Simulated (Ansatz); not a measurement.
**Bi2Se3 quintuple layer monolayer in a perpendicular field**

Wanted: the out-of-plane response of the Bi2Se3 quintuple layer monolayer. A positive field points along +c.

Calculated with Ansatz 0.2.0; plane-wave DFT, PBE-D3(BJ), Ansatz PAW (set soft_1); PAW set soft_1.

This is a report of a sequence of runs, with the program logs left out and the cost of each run kept.

### 1. The system as given

The cell holds 5 atoms: 3 Se and 2 Bi. Cell: a = 4.190 Å, b = 4.190 Å, c = 45.400 Å, α = 90.0°, β = 90.0°, γ = 120.0°. Vacuum lies along c.

### 2. Relaxing the slab

The starting cell is a guess, so the in-plane lattice and the atoms are relaxed first, with the slab cut off from its images along the normal.

Contents of input.yaml:

```yaml
crystal:
  lattice:
    - [4.19, 0.0, 0.0]
    - [-2.095, 3.6286464419, 0.0]
    - [0.0, 0.0, 45.4000000022]
  atoms:
    - { symbol: Se, position: [0.3333333333, 0.6666666667, 0.4207048458] }
    - { symbol: Bi, position: [0.6666666667, 0.3333333333, 0.4570484581] }
    - { symbol: Se, position: [0.0, 0.0, 0.5] }
    - { symbol: Bi, position: [0.3333333333, 0.6666666667, 0.5429515419] }
    - { symbol: Se, position: [0.6666666667, 0.3333333333, 0.5792951542] }
  periodic: [true, true, false]
kpoints:
  mp_grid: { grid: [12, 12, 1] }
hamiltonian:
  xc: pbe
  dispersion: d3bj
  pseudopotentials: { kind: paw, azcp: { folder: soft_1 } }
scf:
  occupations: { method: fermi_dirac, width: 0.05 }
  convergence: { dr2_threshold: 1.0e-09 }
relax:
  f_tol: 0.004
  max_steps: 90
  cell: {}
output:
  write_potential: true
  write_density: true
  volumetric_format: npy
```

Started as:

```sh
$ ansatz run input.yaml --threads 2 --pin off --max-ram 3072MiB --backend cpu --events-out ev --progress --plain --runs-dir out
```

Elapsed: 89 s, on 2 threads of Arm Neoverse V2, shared host; peak memory 1.1 GiB; 2.9 min of CPU time.

Step by step:

| step | energy less that of the first step (eV) | largest force component (eV/Å) | volume (Å³) |
| --- | --- | --- | --- |
| 1 | 0.0000 | 0.6573 | 690.26 |
| 2 | -0.0451 | 0.5688 | 677.65 |
| 3 | -0.0949 | 0.0090 | 675.42 |
| 4 | -0.0967 | 0.0069 | 670.78 |
| 5 | -0.0969 | 0.0011 | 668.88 |
| 6* | -0.0966 | 0.0011 | 668.88 |

Relaxation steps marked * repeat the geometry before them on a plane-wave basis chosen anew for their cell, so energy and pressure can jump there.

Forces are held to the 12 operations that the program found; a distortion that breaks them can't arise in this run.

| cell as run | before | after | change |
| --- | --- | --- | --- |
| a (Å) | 4.190 | 4.125 | -1.6 % |
| b (Å) | 4.190 | 4.125 | -1.6 % |

The atoms that moved most (Å, along periodic axes as changes of fractional coordinates times the final cell, across vacuum about the mean position):

| atom | dx | dy | dz | length |
| --- | --- | --- | --- | --- |
| Se1 | 0.000 | 0.000 | 0.083 | 0.083 |
| Se5 | 0.000 | 0.000 | -0.083 | 0.083 |
| Bi4 | 0.000 | 0.000 | -0.012 | 0.012 |
| Bi2 | 0.000 | 0.000 | 0.012 | 0.012 |

The relaxed structure:

```cif
data_structure
_symmetry_space_group_name_H-M 'P 1'
_symmetry_Int_Tables_number 1
_cell_length_a 4.1246
_cell_length_b 4.1246
_cell_length_c 45.4000
_cell_angle_alpha 90.000
_cell_angle_beta 90.000
_cell_angle_gamma 120.000
_cell_volume 668.88
loop_
_atom_site_label
_atom_site_type_symbol
_atom_site_fract_x
_atom_site_fract_y
_atom_site_fract_z
_atom_site_occupancy
Se1 Se 0.33333 0.66667 0.42253 1
Bi2 Bi 0.66667 0.33333 0.45732 1
Se3 Se 0.00000 0.00000 0.50000 1
Bi4 Bi 0.33333 0.66667 0.54268 1
Se5 Se 0.66667 0.33333 0.57747 1
```

The lattice constant a goes from 4.190 to 4.125 Å.

### 3. Single point, field 0

A sawtooth potential applies the field, turning back in the middle of the vacuum. With the dipole correction the typed value is the field outside the slab. The induced dipole is small, so the SCF threshold is tight.

The cell differs from the one that the last finished run ended in (c 45.400 → 25.034 Å).

Contents of input.yaml:

```yaml
crystal:
  lattice:
    - [4.1245829199, 0.0, 0.0]
    - [-2.0622914599, 3.5719935886, 0.0]
    - [0.0, 0.0, 25.0338834121]
  atoms:
    - { symbol: Se, position: [0.3333333333, 0.6666666667, 0.3595127393] }
    - { symbol: Bi, position: [0.6666666667, 0.3333333333, 0.4225994681] }
    - { symbol: Se, position: [0.0, 0.0, 0.5] }
    - { symbol: Bi, position: [0.3333333333, 0.6666666667, 0.5774005319] }
    - { symbol: Se, position: [0.6666666667, 0.3333333333, 0.6404872607] }
kpoints:
  mp_grid: { grid: [12, 12, 1] }
  band_path:
    path: [[0, 0, 0], [0.5, 0, 0], [0.33333333, 0.33333333, 0], [0, 0, 0]]
    npoints: 16
hamiltonian:
  xc: pbe
  dispersion: d3bj
  pseudopotentials: { kind: paw, azcp: { folder: soft_1 } }
scf:
  occupations: { method: fermi_dirac, width: 0.02585 }
  convergence: { dr2_threshold: 1.0e-10 }
efield:
  axis: 3
  dipole_correction: true
  ramp_position: 0.97
  ramp_width: 0.06
  amplitude: 0
output:
  dos: { projected: true, e_range: [-6, 5] }
  write_potential: true
  write_density: true
  volumetric_format: npy
  elf: true
```

It took 32 s on 2 threads; peak memory 0.86 GiB.

Numbers from this step:

| Property | Result |
| --- | --- |
| dipole along the normal | -3.23e-7 e·Å |
| gap along the path | 0.9502 eV |
| smallest direct gap along the path | 1.306 eV |
| ionisation energy, upper face | 5.949 eV |
| electron affinity, upper face | 4.998 eV |
| gap, the smaller of path and mesh | 0.9452 eV |

Running mean over a fixed 2.6 Å (it still follows the layers) of the planar mean; the ramp of the sawtooth is left out. Table of electron's electrostatic potential energy less the Fermi level by z:

| z (Å) | electron's electrostatic potential energy less the Fermi level (eV) |
| --- | --- |
| 3.5 | 5.44 |
| 4.0 | 5.44 |
| 4.5 | 5.43 |
| 5.0 | 5.43 |
| 5.5 | 5.43 |
| 6.0 | 5.40 |
| 6.5 | 5.30 |
| 7.0 | 4.82 |
| 7.5 | 3.79 |
| 8.0 | 2.58 |
| 8.5 | 0.910 |
| 9.0 | -1.37 |
| 9.5 | -3.87 |
| 10.0 | -5.19 |
| 10.5 | -5.36 |
| 11.0 | -5.06 |
| 11.5 | -4.05 |
| 12.0 | -2.53 |
| 12.5 | -1.47 |
| 13.0 | -2.42 |
| 13.5 | -3.97 |
| 14.0 | -5.01 |
| 14.5 | -5.35 |
| 15.0 | -5.22 |
| 15.5 | -4.00 |
| 16.0 | -1.55 |
| 16.5 | 0.774 |
| 17.0 | 2.48 |
| 17.5 | 3.72 |
| 18.0 | 4.76 |
| 18.5 | 5.28 |
| 19.0 | 5.40 |
| 19.5 | 5.43 |
| 20.0 | 5.43 |
| 20.5 | 5.43 |
| 21.0 | 5.44 |
| 21.5 | 5.44 |

The density of states has structure finer than the step of the table below, so its rows give means over 0.2 eV. Peaks (eV: height): -3.77: 12.4, -2.64: 7.35, -1.59: 18.4, -0.84: 8.23, -0.57: 15.1, 1.86: 9.27, 2.05: 9.62.

The density of states by energy, zero at the Fermi level of the run, which the smearing sets inside the gap; means over each step:

| energy (eV) | density of states (states/eV a cell) |
| --- | --- |
| -5.4 | 0 |
| -5.2 | 0.363 |
| -5.0 | 1.89 |
| -4.8 | 2.21 |
| -4.6 | 1.37 |
| -4.4 | 1.84 |
| -4.2 | 1.77 |
| -4.0 | 2.53 |
| -3.8 | 4.62 |
| -3.6 | 4.33 |
| -3.4 | 4.56 |
| -3.2 | 4.08 |
| -3.0 | 4.32 |
| -2.8 | 4.63 |
| -2.6 | 5.67 |
| -2.4 | 4.39 |
| -2.2 | 3.97 |
| -2.0 | 2.89 |
| -1.8 | 3.24 |
| -1.6 | 6.19 |
| -1.4 | 4.64 |
| -1.2 | 5.18 |
| -1.0 | 4.07 |
| -0.8 | 6.54 |
| -0.6 | 5.18 |
| -0.4 | 0.0360 |
| -0.2 | 0 |
| 0.0 | 0 |
| 0.2 | 0 |
| 0.4 | 0.00486 |
| 0.6 | 0.0717 |
| 0.8 | 0.163 |
| 1.0 | 0.316 |
| 1.2 | 1.54 |
| 1.4 | 2.70 |
| 1.6 | 2.76 |
| 1.8 | 4.52 |
| 2.0 | 5.48 |
| 2.2 | 3.55 |

Projected DOS per atom over height of the atomic layer and energy from the Fermi level. Layers: Se Bi Se Bi Se from below.

Ten even steps from '_' (0.00 states/eV) to '@' (2.02 states/eV), each cell a mean:
```
--**__**--
--##__##--
::==__==::
__..__..__
__________
__________
__________
::__..__::
##..##..##
**__@@__**
##__%%__##
==..::..==
**------**
**------**
==--==--==
==========
::--==--::
....--....
....::....
__..::..__
__________
__________
```
Columns: height of the atomic layer (Å) from 9 to 16.0 (not evenly spaced); rows upwards: energy from the Fermi level (eV) from -5.96 to 2.41.

The electronic bands at the labelled points (eV, zero at the Fermi level of the run, which the smearing sets inside the gap):

| point | band 36 | band 37 | band 38 | band 39 | band 40 | band 41 | band 42 | band 43 |
| --- | --- | --- | --- | --- | --- | --- | --- | --- |
| Γ | -1.25 | -1.14 | -1.14 | -0.87 | 0.44 | 1.69 | 1.69 | 2.19 |
| halfway | -1.75 | -1.46 | -1.15 | -0.54 | 1.20 | 2.23 | 2.28 | 2.90 |
| M | -2.29 | -1.57 | -1.31 | -1.09 | 1.21 | 2.34 | 2.36 | 3.08 |
| halfway | -2.66 | -1.59 | -1.21 | -0.80 | 1.84 | 2.01 | 2.64 | 3.54 |
| K | -2.79 | -1.83 | -0.91 | -0.91 | 1.80 | 2.60 | 2.60 | 3.86 |
| halfway | -2.07 | -1.39 | -0.76 | -0.71 | 1.71 | 1.93 | 2.46 | 2.80 |
| Γ | -1.25 | -1.14 | -1.14 | -0.87 | 0.44 | 1.69 | 1.69 | 2.19 |

Valence density in the ca plane at fractional y = 0.333, with atoms of Bi and Se within 0.2 Å of it. It is the smooth field of the valence electrons, not physical close to the nuclei.

Ten steps, logarithmic in the rise over the least value, from '0' (0 e/Å³) to '9' (45 e/Å³), each cell a mean:
```
00000000000000000000001111100000000001111000
00000000000000000000001343210000000001232100
00000000000000000000013555310000000012586310
00000000000000000000013565410000000012698410
00000000000000000000013455310000000012476210
00000000000000000000001333200000000001222100
00000000000000000000000111000000000000111000
00000000000000000000000000000000000000000000
00000000000000000000100000000110001100000000
00000000000000000000000000000110001100000000
00000000000000000000000000000000000000000000
```
Columns run along c (16.0 Å, from fractional 0.07 to 0.71 of the cell), rows up along a (4.1 Å). Atoms in or near the plane, at fractional coordinates: Bi at (0.42, 0.67), Se at (0.64, 0.67).

ELF in the ca plane at fractional y = 0.333, with atoms of Bi and Se within 0.2 Å of it. It is the smooth field of the valence electrons, not physical close to the nuclei.

Values, 6 rows by 16 columns, each cell a mean:
```
0.00 0.00 0.00 0.00 0.00 0.03 0.19 0.30 0.36 0.38 0.25 0.19 0.15 0.55 0.75 0.70
0.00 0.00 0.00 0.00 0.00 0.00 0.03 0.21 0.28 0.31 0.21 0.03 0.16 0.65 0.39 0.82
0.00 0.00 0.00 0.00 0.00 0.01 0.04 0.21 0.31 0.35 0.20 0.05 0.15 0.65 0.54 0.81
0.00 0.00 0.00 0.00 0.00 0.06 0.30 0.40 0.34 0.32 0.33 0.27 0.18 0.46 0.71 0.59
0.00 0.00 0.00 0.00 0.01 0.19 0.60 0.67 0.30 0.17 0.63 0.50 0.31 0.26 0.17 0.07
0.00 0.00 0.00 0.00 0.01 0.16 0.56 0.63 0.30 0.18 0.58 0.46 0.28 0.28 0.32 0.18
```
Columns run along c (16.0 Å, from fractional 0.07 to 0.71 of the cell), rows up along a (4.1 Å). Atoms in or near the plane, at fractional coordinates: Bi at (0.42, 0.67), Se at (0.64, 0.67).

Electrostatic potential energy in the ca plane at fractional y = 0.333, with atoms of Bi and Se within 0.2 Å of it. With pseudopotentials it is smooth inside the atoms' cores, unlike the true potential.

Ten even steps from '0' (-37 eV) to '9' (5 eV), each cell a mean:
```
99999999999999999999987656789999998888878899
99999999999999999999974100378999999987544689
99999999999999999999861000058999999985687579
99999999999999999999860000048999999984799569
99999999999999999999861000168999999985576579
99999999999999999999985201478999999987555789
99999999999999999999988766789999988888888999
99999999999999999999888888999999888788999999
99999999999999999998889999999888887778999999
99999999999999999998889999999888887778999999
99999999999999999999998888899999988888999999
```
Columns run along c (16.0 Å, from fractional 0.07 to 0.71 of the cell; values clipped at the 3rd and 97th percentile), rows up along a (4.1 Å). Atoms in or near the plane, at fractional coordinates: Bi at (0.42, 0.67), Se at (0.64, 0.67).

The gap is 0.95 eV, with the valence edge 5.95 eV and the conduction edge 5.00 eV under the upper vacuum level. Spin-orbit coupling, left out in this run, matters for the bands of elements this heavy.

### 4. Atoms held, field 0.1 V/Å

input.yaml, as its differences from that of step 3:

```diff
@@ -26,7 +26,6 @@
   dipole_correction: true
-  ramp_position: 0.97
-  ramp_width: 0.06
-  amplitude: 0
+  ramp_position: 0.9561
+  ramp_width: 0.0879
+  amplitude: 0.1
 output:
-  dos: { projected: true, e_range: [-6, 5] }
   write_potential: true
@@ -34,2 +33 @@
   volumetric_format: npy
-  elf: true
```

Run time: 36 s. Hardware: 2 threads; peak memory 0.74 GiB.

The dipole is 0.0728 e·Å, and the gap 0.945 eV.

### 5. Single point, field -0.1 V/Å

input.yaml, as its differences from that of step 4:

```diff
@@ -28,3 +28,3 @@
   ramp_width: 0.0879
-  amplitude: 0.1
+  amplitude: -0.1
 output:
```

It took 37 s on 2 threads; peak memory 0.74 GiB; 74 s of CPU time.

The dipole is -0.0728 e·Å, and the gap 0.945 eV.

### 6. Response, atoms held

This step: plane-wave DFT, PBE-D3(BJ), Ansatz PAW (set soft_1); response to a field along the normal, atoms held; PAW set soft_1 (Ansatz 0.2.0).

The dipoles give the slope, and the difference of two potentials shows where the field is screened.

This step gave:

```yaml
equivalent_conductor_thickness_p_eps_0ae: 8.935 Å
distance_between_the_outer_atoms: 7.034 Å
```

The dipole of the cell by applied field:

| applied field (V/Å) | dipole of the cell (e·Å) |
| --- | --- |
| -0.1000 | -0.0728 |
| 0.0000 | -3.2e-7 |
| 0.1000 | 0.0728 |

Local field over the applied field, running mean. From the potentials at -0.1 and 0.1 V/Å; running mean over 2.5 Å. The local field over applied field by z:

| z (Å) | local field over applied field |
| --- | --- |
| 4.5 | 0.999 |
| 5.0 | 0.996 |
| 5.5 | 0.989 |
| 6.0 | 0.969 |
| 6.5 | 0.918 |
| 7.0 | 0.817 |
| 7.5 | 0.666 |
| 8.0 | 0.491 |
| 8.5 | 0.314 |
| 9.0 | 0.162 |
| 9.5 | 0.0708 |
| 10.0 | 0.0377 |
| 10.5 | 0.0313 |
| 11.0 | 0.0351 |
| 11.5 | 0.0417 |
| 12.0 | 0.0413 |
| 12.5 | 0.0392 |
| 13.0 | 0.0411 |
| 13.5 | 0.0419 |
| 14.0 | 0.0357 |
| 14.5 | 0.0312 |
| 15.0 | 0.0367 |
| 15.5 | 0.0672 |
| 16.0 | 0.153 |
| 16.5 | 0.302 |
| 17.0 | 0.479 |
| 17.5 | 0.654 |
| 18.0 | 0.808 |
| 18.5 | 0.914 |
| 19.0 | 0.966 |
| 19.5 | 0.988 |
| 20.0 | 0.996 |
| 20.5 | 0.999 |
| 21.0 | 1.000 |

Electrons, planar mean, per unit field. Induced electron density against z:

z (Å), induced electron density (e/Å³ per V/Å) and a bar from the least value:
```
      4.5    0.00000 ###############
      5.0    0.00002 ###############
      5.5    0.00005 ###############
      6.0    0.00015 ################
      6.5    0.00041 #################
      7.0    0.00105 ####################
      7.5    0.00230 #########################
      8.0    0.00338 ##############################
      8.5    0.00213 ########################
      9.0    0.00103 ####################
      9.5    0.00073 ##################
     10.0   -0.00023 ##############
     10.5   -0.00066 ############
     11.0   -0.00007 ###############
     11.5    0.00027 ################
     12.0    0.00021 ################
     12.5    0.00001 ###############
     13.0   -0.00020 ##############
     13.5   -0.00029 ##############
     14.0    0.00005 ###############
     14.5    0.00063 ##################
     15.0    0.00030 ################
     15.5   -0.00070 ############
     16.0   -0.00097 ###########
     16.5   -0.00202 ######
     17.0   -0.00339 
     17.5   -0.00240 ####
     18.0   -0.00111 ##########
     18.5   -0.00043 #############
     19.0   -0.00016 ##############
     19.5   -0.00005 ###############
     20.0   -0.00002 ###############
     20.5   -0.00001 ###############
     21.0    0.00000 ###############
```

The smaller of the gaps on the path and on the k-mesh, counted as 0 under 0.03 eV. The gap stays at 0.945 eV for applied field from -0.1 to 0.1 V/Å.

By hand: between -0.1 and 0.1 V/Å the dipole changes by 0.1455 e·Å, a slope of 0.7275 e·Å²/V. A perfect conductor of thickness t has p = ε₀AEt, so t = 180.95 × 0.7275 / 14.733 = 8.94 Å (e/ε₀ = 180.95 V·Å, A in Å²).

The induced dipole is that of a conductor 8.94 Å thick.

### 7. Summary of results

```yaml
gap_without_field: 0.945 eV
ionisation_energy_upper_face: 5.95 eV
electron_affinity_upper_face: 5.00 eV
equivalent_conductor_thickness_atoms_held: 8.94 Å
```

The induced dipole equals that of a perfect conductor 8.94 Å thick, while the outer atoms lie 7.03 Å apart; an out-of-plane ε follows only once a thickness t is chosen, by 1 − 1/ε = 8.94 Å / t. The gap stays within 0.01 eV of 0.95 eV over the fields run, up to 0.1 V/Å in size. Semilocal functionals give gaps that are too small, and excitons are not included. Spin-orbit coupling is left out, which matters for the bands of elements this heavy.

[Long decimals in the printed logs are rounded to 6 places.]

[Logs are printed without paths, hosts, clocks, repeated set-up lines and the standing remarks that a program may print on its own settings, such as how far it seeks lower states.]

[Hosts, paths, dates, database ids (printed as entryN), source tags and the programs' standing remarks are cut or masked in the printed files.]

[Maps of the electrostatic potential energy from Ansatz leave out the sawtooth potential of an applied field or a dipole correction, so their vacuum need not be flat; planar profiles and work functions include it.]

[The density of states shown here was stored with 400 of the rows of the run's finer table, so its peaks can read low, often by over a quarter, or be missed, and its means over a window can be off by a tenth or more.]
